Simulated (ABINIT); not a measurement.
**A GW chain in ABINIT: BAs (F-43m)**

How does a plane-wave GW calculation on BAs (F-43m) run from the first input to the gap?

Method: PBE and many-body steps on it, plane waves, in ABINIT 10.8.3.

**What was measured.**

- Gap 2.02 eV: indirect gap from square root of absorption coefficient, average of three samples; transmission and reflection spectroscopy; 300 K; bulk crystal (CVT-grown platelets about 10 um thick) (“Optical properties of cubic boron arsenide”, 2019, arxiv:1911.04914).

- Gap 4.12 eV: direct gap from square of absorption coefficient, average of two samples; spectroscopic ellipsometry; 300 K; bulk crystal (CVT-grown opaque bulk crystals) (“Optical properties of cubic boron arsenide”, 2019, arxiv:1911.04914).

- Gap 1.82 eV: indirect gap from Tauc plot of optical absorption; UV-visible absorption, indirect Tauc plot; 300 K; bulk crystal (three thin as-grown single crystals with the same absorption edge) (“Photoluminescence mapping and time-domain thermo-photoluminescence for rapid imaging and measurement of thermal conductivity of boron arsenide”, 2019, arxiv:1910.07149).

- Gap 1.82 eV: indirect optical gap from absorption edge; UV-visible absorption; 300 K; bulk crystal (single crystal grown by chemical vapor transport) (“Basic Physical Properties of Cubic Boron Arsenide”, 2019, arxiv:1911.11281).

Most raw output is cut from this account.

**1. The starting structure**

It takes space group F-43m (No. 216, cubic). Conventional cell: a = 4.777 Å, b = 4.777 Å, c = 4.777 Å, α = 90.00°, β = 90.00°, γ = 90.00°. B has 4 As at 2.07 Å nearest. Nearest to As lie 4 B at 2.07 Å. Farther neighbours are not listed.

The cell and positions come from the Crystallography Open Database and are kept as given unless a step says otherwise.

**2. Ground state**

This step: ABINIT 10.8.3; DFT, PBE, plane waves, norm-conserving pseudopotentials.

The ground-state density comes first.

The input, run.abi:

```
acell 3*1.0 Angstrom
rprim 
  -0.000000000000 2.388500000000 2.388500000000
  2.388500000000 -0.000000000000 2.388500000000
  2.388500000000 2.388500000000 -0.000000000000
ntypat 2
znucl 5 33
natom 2
typat 1 2
xred 
  0.000000000000 0.000000000000 0.000000000000
  0.250000000000 0.250000000000 0.250000000000
pp_dirpath "pseudos"
pseudos "B.upf, As.upf"
ecut 44
ngkpt 8 8 8
nshiftk 1
shiftk 0 0 0
kptopt 1
chksymbreak 0
nband 18
occopt 1
tolvrs 1e-10
nstep 60
prtwf 0
indata_prefix "in"
outdata_prefix "out"
tmpdata_prefix "tmp"
```

The run is started by

```
> OMP_NUM_THREADS=1 mpirun -n 4 abinit run.abi > log
```

The job ended after 16 s (4 MPI ranks of Arm Neoverse V1, shared host; peak memory 0.3 GiB).

Numbers from this step:

```
total energy               : -8386.3532 eV
gap                        : 1.208 eV
k of the valence top       : 0, 0, 0
k of the conduction bottom : 0.375, 0.375, 0
least direct gap           : 3.289 eV
pressure                   : -9.998 GPa
```

The gap is indirect, with the least direct gap 2.08 eV higher.

The cutoff was set for levels, not for stress, so the pressure can be off by some GPa.

**3. Empty states on the mesh, 4×4×4 mesh, 81 bands**

The sums over transitions need many empty states on a uniform mesh; this step solves for them.

Changes to run.abi since step 2:

```diff
@@ -15,3 +15,3 @@
 ecut 44
-ngkpt 8 8 8
+ngkpt 4 4 4
 nshiftk 1
@@ -20,7 +20,10 @@
 chksymbreak 0
-nband 18
+irdden 1
+istwfk *1
+nband 81
+prtvol 0
+optdriver 6
+gwr_task "HDIAGO"
+paral_kgb 0
 occopt 1
-tolvrs 1e-10
-nstep 60
-prtwf 0
 indata_prefix "in"
```

Run time: 30 s. Hardware: 4 MPI ranks; peak memory 1.6 GiB; 2 min of CPU time.

Numbers from this step:

* gap: 1.453 eV
* k of the valence top: 0, 0, 0
* k of the conduction bottom: 0.5, 0.5, 0
* least direct gap: 3.289 eV
* k points computed: 8
* lowest point of the top converged band, above the valence top: 83.5497 eV

On this mesh the gap is 1.453 eV. The earlier step found 1.208 eV, so this mesh misses an edge.

**4. Screening, 4×4×4 mesh, 73 bands, screening to 182.3 eV**

The RPA dielectric matrix is built and inverted for each q.

This step: RPA screening on PBE, plane waves, norm-conserving pseudopotentials.

Changes to run.abi since step 3:

```diff
@@ -20,10 +20,11 @@
 chksymbreak 0
-irdden 1
 istwfk *1
-nband 81
-prtvol 0
-optdriver 6
-gwr_task "HDIAGO"
-paral_kgb 0
 occopt 1
+irdwfk 1
+optdriver 3
+nband 73
+ecuteps 6.7
+inclvkb 0
+awtr 1
+symchi 1
 indata_prefix "in"
```

The job ended after 15 s (4 MPI ranks; peak memory 0.57 GiB; 61 s of CPU time).

Numbers from this step:

* ε∞ with local fields, on this mesh, along the program's q direction: 17.13
* the same without local fields: 18.74
* plasma frequency: 36.27 eV
* plane waves in the screening matrix: 169

Local fields lower ε∞ by 9 %. On a Γ-centred mesh this coarse the value itself is usually too large, while a short band sum pulls it down.

**5. Self-energy, 4×4×4 mesh, 73 bands, screening to 182.3 eV**

The self-energy is evaluated for the states that the input lists, and the levels follow from it, in one-shot runs by the linearised quasiparticle equation.

This step: G0W0 on PBE, plane waves, norm-conserving pseudopotentials.

Changes to run.abi since step 4:

```diff
@@ -23,8 +23,19 @@
 irdwfk 1
-optdriver 3
+optdriver 4
 nband 73
+gwcalctyp 0
+ecutsigx 44
+symsigma 1
+nkptgw 3
+kptgw 
+  0.0000000000 0.0000000000 0.0000000000
+  0.5000000000 0.5000000000 0.0000000000
+  0.5000000000 0.0000000000 0.0000000000
+bdgw 
+  11 16
+  12 15
+  12 16
 ecuteps 6.7
-inclvkb 0
-awtr 1
-symchi 1
+irdscr 1
+ppmodel 1
 indata_prefix "in"
```

The job ended after 7.9 s (4 MPI ranks; peak memory 0.59 GiB).

This step gave:

```yaml
g0w0_gap_on_the_points_computed: 1.880 eV
starting_gap_on_the_mesh: 1.453 eV
k_of_the_valence_top: 0, 0, 0
k_of_the_conduction_bottom: 0.5, 0.5, 0
z_at_the_valence_top: 0.811
z_at_the_conduction_bottom: 0.821
least_direct_g0w0_gap_on_the_computed_points: 4.078 eV
```

The gap on the mesh goes from 1.45 eV to 1.88 eV, a correction of +0.43 eV. The start differs from the 1.21 eV found before because the two sample other k points.

Limits: finite bands, cutoff and mesh; screening head approximate; no spin-orbit coupling; coarse k mesh. v1 is the top filled band, c1 the lowest empty one. Levels before and after the correction, in eV, zero at the valence-band top of each column:

```csv
,conduction bottom,valence top
Kohn-Sham,1.45,0.00
G0W0,1.88,0.00
```

```csv
,level,energy (eV)
Kohn-Sham,Γ v3-v1,0.000
Kohn-Sham,Γ c1-c3,3.289
Kohn-Sham,(0.5 0.5 0) v2-v1,-4.073
Kohn-Sham,(0.5 0.5 0) c1,1.453
Kohn-Sham,(0.5 0.5 0) c2,1.458
G0W0,Γ v3-v1,0.000
G0W0,Γ c1-c3,4.078
G0W0,(0.5 0.5 0) v2-v1,-4.343
G0W0,(0.5 0.5 0) c1,1.880
G0W0,(0.5 0.5 0) c2,1.962
```

**6. Where the time went**

Times are wall times on 4 MPI ranks of Arm Neoverse V1, shared host, good to a factor of about two.

| step | time | share | memory (GiB) |
| --- | --- | --- | --- |
| ground state | 16 s | 23 % | 0.3 |
| empty states on the mesh | 30 s | 43 % | 1.6 |
| screening | 15 s | 22 % | 0.57 |
| self-energy | 7.9 s | 11 % | 0.59 |

**7. Summary of results**

| Property | Result |
| --- | --- |
| PBE gap | 1.21 eV, indirect |
| G0W0 gap on the mesh | 1.88 eV |
| G0W0 gap over the zone (rigid shift) | 1.63 eV |
| GW settings | 4×4×4 mesh, 73 bands, screening to 182.3 eV, Godby-Needs plasmon pole |
| known limits | not at the basis limit; screening head approximate; no spin-orbit coupling; coarse k mesh |

What this shows: G0W0 moves the gap on the mesh from 1.45 eV to 1.88 eV (+0.43 eV), with Z of 0.81 and 0.82 at the edges. The mesh misses the band edges by 0.25 eV in all; a rigid shift gives 1.63 eV for the zone. Local fields lower the RPA ε∞ on this mesh from 18.74 to 17.13; a Γ-centred mesh this coarse tends to raise both, most where the direct gap is narrow, while a short band sum lowers them. Only 3 of the mesh's irreducible points were corrected, so a valley elsewhere could overtake. The dearest step here is «empty states on the mesh». Against experiment, by G0W0@PBE: the gap of 1.63 eV lies −0.39 eV from the measured 2.02 eV (indirect, 300 K, 2019); the direct gap of 4.08 eV lies −0.04 eV from the measured 4.12 eV (direct, 300 K, 2019); the gap of 1.63 eV lies −0.19 eV from the measured 1.82 eV (indirect, 300 K, 2019); the gap of 1.63 eV lies −0.19 eV from the measured 1.82 eV (indirect, 300 K, 2019). An exciton line or allowed optical edge lies below the quasiparticle gap by the binding energy; a forbidden edge can push the onset above it. The calculation has static nuclei and no excitons; a measured gap holds zero-point and thermal motion, which mostly lowers it. Bands and cutoff are finite, so the gap is not at the basis limit. The miss can reach some tenths of an eV and take either sign; the mesh is an error of its own. In the G0W0 run levels were corrected at 3 k points alone, so a gap called «on the mesh» is the least over those, and an edge elsewhere would be missed. A denser mesh or path gives a starting gap of 1.21 eV: the GW mesh misses a band edge, so its gaps are not the fundamental one. The 4×4×4 mesh is coarse for this cell, which bears on the long-range parts of exchange and screening. The long-wavelength limit of the screening leaves out the non-local commutator, which shifts ε∞. The many-body steps are scalar-relativistic: spin-orbit coupling is not in them.

[Paths, hosts, dates, memory and timing lines, banners, echoed tables and standing remarks are left out of the program output.]

[Logs are printed without paths, hosts, clocks, repeated set-up lines and the standing remarks that a program may print on its own settings, such as how far it seeks lower states.]

[Runs of the session that timed out or met a known fault of the program may be left out.]

[No measured gap is set beside runs whose start may be inverted or whose files or cutoffs have a known fault.]

[Hosts, paths, dates, database ids (printed as entryN), source tags and the programs' standing remarks are cut or masked in the printed files.]

[G0W0 gaps are taken among the corrected bands and points alone; a level outside them can change the order at an edge.]

[Where Ansatz stands beside ABINIT at settings called matched, ABINIT's density can come from a denser mesh and the files from another edition; pairs whose starting gaps differed by over 0.03 eV were left out, so agreement reads better than it is.]
